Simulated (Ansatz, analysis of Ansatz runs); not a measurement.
**GdTaO4 (P2/c): a line between two O sites for an added hole**

Question: does an added hole stay on the O atom where it is started in GdTaO4 (P2/c), and if so, how high is the barrier for a hop to another O site nearby? Model: a cell of 48 host atoms.

Main program and level: Ansatz 0.2.0; plane-wave PAW DFT, PBEsol+U; relaxation of all atoms of a supercell at fixed charge in a uniform background; PAW set soft_1.

## Step 1: Set-up

The cell holds 48 atoms: 8 Gd, 8 Ta and 32 O. Its edges and angles: a = 9.594 Å, b = 8.870 Å, c = 9.594 Å, α = 112.1°, β = 110.2°, γ = 109.4°. It derives from GdTaO4 (space group P2/c). Nearest the centre at fractional (0.500, 0.500, 0.500): O32 at 1.23 Å, O21 at 1.23 Å, Ta9 at 1.70 Å, Ta16 at 1.70 Å, O42 at 2.70 Å, O35 at 2.70 Å, O25 at 2.85 Å, O20 at 2.85 Å.

Hubbard terms: Gd f 6.0 eV, O p 5.0 eV. They were chosen, not fitted, to curb self-interaction in the shells named, the trial site's among them. The two sites are O21 and O32. The cell's shortest repeat is 8.9 Å. The host's moments were started antiferromagnetic in the unit cell, high spin.

## Step 2: The cell without the carrier

The neutral cell is relaxed first, from small random displacements, so that bond lengths and moments with the carrier can be set beside those of a relaxed cell without it.

File neutral.relax/input.yaml:

```yaml
crystal:
  lattice:
    - [-5.79537023, 5.49046619, 5.32125646]
    - [4.52894369, -5.49046619, 5.29342299]
    - [5.79537023, 5.49046619, -5.32125646]
  atoms:
    - { symbol: Gd, position: [0.492402, 0.375, 0.117402], spin: 7.0 }
    - { symbol: Gd, position: [0.492402, 0.875, 0.617402], spin: 7.0 }
    - { symbol: Gd, position: [0.992402, 0.375, 0.617402], spin: 7.0 }
    - { symbol: Gd, position: [0.992402, 0.875, 0.117402], spin: 7.0 }
    - { symbol: Gd, position: [0.007598, 0.125, 0.882598], spin: -7.0 }
    - { symbol: Gd, position: [0.007598, 0.625, 0.382598], spin: -7.0 }
    - { symbol: Gd, position: [0.507598, 0.125, 0.382598], spin: -7.0 }
    - { symbol: Gd, position: [0.507598, 0.625, 0.882598], spin: -7.0 }
    - { symbol: Ta, position: [0.279807, 0.375, 0.404807] }
    - { symbol: Ta, position: [0.279807, 0.875, 0.904807] }
    - { symbol: Ta, position: [0.779807, 0.375, 0.904807] }
    - { symbol: Ta, position: [0.779807, 0.875, 0.404807] }
    - { symbol: Ta, position: [0.220193, 0.125, 0.595193] }
    - { symbol: Ta, position: [0.220193, 0.625, 0.095193] }
    - { symbol: Ta, position: [0.720193, 0.125, 0.095193] }
    - { symbol: Ta, position: [0.720193, 0.625, 0.595193] }
    - { symbol: O, position: [0.223766, 0.368988, 0.584088] }
    - { symbol: O, position: [0.223766, 0.868988, 0.084088] }
    - { symbol: O, position: [0.723766, 0.368988, 0.084088] }
    - { symbol: O, position: [0.723766, 0.868988, 0.584088] }
    - { symbol: O, position: [0.4651, 0.381012, 0.354778] }
    - { symbol: O, position: [0.4651, 0.881012, 0.854778] }
    - { symbol: O, position: [0.9651, 0.381012, 0.854778] }
    - { symbol: O, position: [0.9651, 0.881012, 0.354778] }
    - { symbol: O, position: [0.276234, 0.131012, 0.415912] }
    - { symbol: O, position: [0.276234, 0.631012, 0.915912] }
    - { symbol: O, position: [0.776234, 0.131012, 0.915912] }
    - { symbol: O, position: [0.776234, 0.631012, 0.415912] }
    - { symbol: O, position: [0.0349, 0.118988, 0.645222] }
    - { symbol: O, position: [0.0349, 0.618988, 0.145222] }
    - { symbol: O, position: [0.5349, 0.118988, 0.145222] }
    - { symbol: O, position: [0.5349, 0.618988, 0.645222] }
    - { symbol: O, position: [0.259694, 0.429026, 0.083419] }
    - { symbol: O, position: [0.259694, 0.929026, 0.583419] }
    - { symbol: O, position: [0.759694, 0.429026, 0.583419] }
    - { symbol: O, position: [0.759694, 0.929026, 0.083419] }
    - { symbol: O, position: [0.404393, 0.320974, 0.830668] }
    - { symbol: O, position: [0.404393, 0.820974, 0.330668] }
    - { symbol: O, position: [0.904393, 0.320974, 0.330668] }
    - { symbol: O, position: [0.904393, 0.820974, 0.830668] }
    - { symbol: O, position: [0.240306, 0.070974, 0.916581] }
    - { symbol: O, position: [0.240306, 0.570974, 0.416581] }
    - { symbol: O, position: [0.740306, 0.070974, 0.416581] }
    - { symbol: O, position: [0.740306, 0.570974, 0.916581] }
    - { symbol: O, position: [0.095607, 0.179026, 0.169332] }
    - { symbol: O, position: [0.095607, 0.679026, 0.669332] }
    - { symbol: O, position: [0.595607, 0.179026, 0.669332] }
    - { symbol: O, position: [0.595607, 0.679026, 0.169332] }
basis:
  ecutwfc: 420
  xc_grid: 2
hamiltonian:
  xc: pbesol
  hubbard:
    sites: [{ species: Gd, l: f, u_eff: 6.0 }, { species: O, l: p, u_eff: 5.0 }]
    projectors: ortho-atomic
  pseudopotentials: { kind: paw, azcp: { folder: soft_1 }, xc_functional: pbe }
kpoints:
  mp_grid: { grid: [1, 1, 1] }
magnetization:
  spin_polarized: true
  initial_magnetization: 0
  spin_locking: { lock_magnetization: hard }
scf:
  occupations: { method: fermi_dirac, width: 0.01 }
  max_iter: 120
  lower_state_search: "off"
output:
  forces: true
relax:
  f_tol: 0.02
  max_steps: 70
  random_displacement: { amplitude: 0.04, seed: 217 }
checkpoint:
  write: "../neutral.relax.run"
  compress: false
  write_wavefunctions: true
  write_every: 100000
```

Started as:

```sh
$ ansatz run input.yaml --threads 4 --pin off --max-ram 17899MiB --backend cpu --events-out ev --progress --plain --runs-dir out
```

Numbers of over 12 decimals in the logs are rounded to 6 here.

The program printed:

```text
[... repeated set-up lines and file paths are left out, and long positions are rounded to six places ...]
Engine: ansatz 0.2.0, aarch64-unknown-linux-gnu
Pseudopotentials: kind: paw
Pseudopotential: Gd, paw, valence charge 18, recommended cutoff 420 eV (normal), soft_1/Gd.paw.azcp
Pseudopotential: Ta, paw, valence charge 13, recommended cutoff 420 eV (normal), soft_1/Ta.paw.azcp
Pseudopotential: O, paw, valence charge 6, recommended cutoff 420 eV (normal), soft_1/O.paw.azcp
Functional definition: PBEsol
  exchange = pbesol_x
  correlation = pbesol_c
Crystal: 48 atoms, lattice volume = 601.503 Å³
Basis set: ecut = 420 eV, 11725 PW (Γ), exchange–correlation on 144×120×144 points (8 copies of the dense FFT grid, shifted against one another)
Bands: 268, of which v1, the nominal top of the filled ones, is band 220 counted from 1 (219 counted from 0)
Symmetry: 1 space group operations
k-points: 1
Non-local potential: Gd, projectors of the file, l = 0: 3, l = 1: 2, l = 2: 2, l = 3: 3
Non-local potential: Ta, projectors of the file, l = 0: 3, l = 1: 2, l = 2: 2, l = 3: 1
Non-local potential: O, projectors of the file, l = 0: 2, l = 1: 2, l = 2: 1
PAW form: soft (Blöchl's): semilocal exchange-correlation on the pseudo side does not see the compensation charge
PAW frozen core: Gd, regenerated for the run's functional, and the local potential with it (the file was generated under x = pbe(κ = 0.804, μ = 0.219515), c = pbe(β = 0.066725))
PAW frozen core: Ta, regenerated for the run's functional, and the local potential with it (the file was generated under x = pbe(κ = 0.804, μ = 0.219515), c = pbe(β = 0.066725))
[...]
[... 2 atoms left out ...]
  atom  28  O      0.00021519    -0.00029168    -0.01072460
  [... 3 atoms left out ...]
  atom  32  O     -0.00226876    -0.00170155     0.00391422
  [... 2 atoms left out ...]
  atom  35  O     -0.00115901    -0.00126165    -0.00005843
  [... 6 atoms left out ...]
  atom  42  O      0.00105858    -0.00069050    -0.00250193
[...]
max |Σ_I F_I| component: 6.81e-5 eV/Å
--- Band table (eV) ---
  k-point 0 ↑: bands = ["-57.3052", "-57.3045", "-57.3026", "-57.3021", [... 260 left out ...] "16.2609", "16.2644", "16.2714", "16.2717"]
  k-point 0 ↓: bands = ["-57.3053", "-57.3046", "-57.3029", "-57.3023", [... 260 left out ...] "16.2607", "16.2643", "16.2712", "16.2715"]
Occupation matrices written to <dir>
--- Relaxed structure (5 steps of the walk, 5 accepted, 0 SCFs on fresh bases) ---
  F+E_penalty+E_count = -170238.77374290 eV   max|allowed force component| = 1.226e-2 eV/Å
  atoms:
    - { symbol: Gd, position: [0.490182, 0.374066, 0.115903] }
    - { symbol: Gd, position: [0.490239, 0.874110, 0.615924] }
[...]
- { symbol: Ta, position: [0.278827, 0.374074, 0.404517] }
[...]
- { symbol: Ta, position: [0.719068, 0.624085, 0.594787] }
    - { symbol: O, position: [0.222554, 0.366298, 0.582686] }
[...]
- { symbol: O, position: [0.722547, 0.866317, 0.582715] }
    - { symbol: O, position: [0.464812, 0.381897, 0.356065] }
[...]
- { symbol: O, position: [0.275411, 0.131885, 0.416668] }
[...]
- { symbol: O, position: [0.775426, 0.631954, 0.416669] }
    [... 3 atoms left out ...]
    - { symbol: O, position: [0.533153, 0.616344, 0.643315] }
    [... 2 atoms left out ...]
    - { symbol: O, position: [0.757903, 0.428369, 0.584068] }
    [... 6 atoms left out ...]
    - { symbol: O, position: [0.240039, 0.569816, 0.415262] }
    [... 6 atoms left out ...]
[key lines of the parts left out:]
SCF converged after 7 iterations
Magnetization: 0.0000 μB (220.0000 up, 220.0000 down)
Free energy (F): -170238.773743 eV
Fermi energy:    11.777323 (↑ 11.777285, ↓ 11.777361) eV
```

Wall time 50 s (4 threads of Arm Neoverse V1, shared host); peak memory 1.4 GiB.

The largest displacement from an ideal site is 0.015 Å.

(Part 1 of 3 ends here.)

[Logs are printed without paths, hosts, clocks, repeated set-up lines and the standing remarks that a program may print on its own settings, such as how far it seeks lower states.]

[Hosts, paths, dates, database ids (printed as entryN), source tags and the programs' standing remarks are cut or masked in the printed files.]
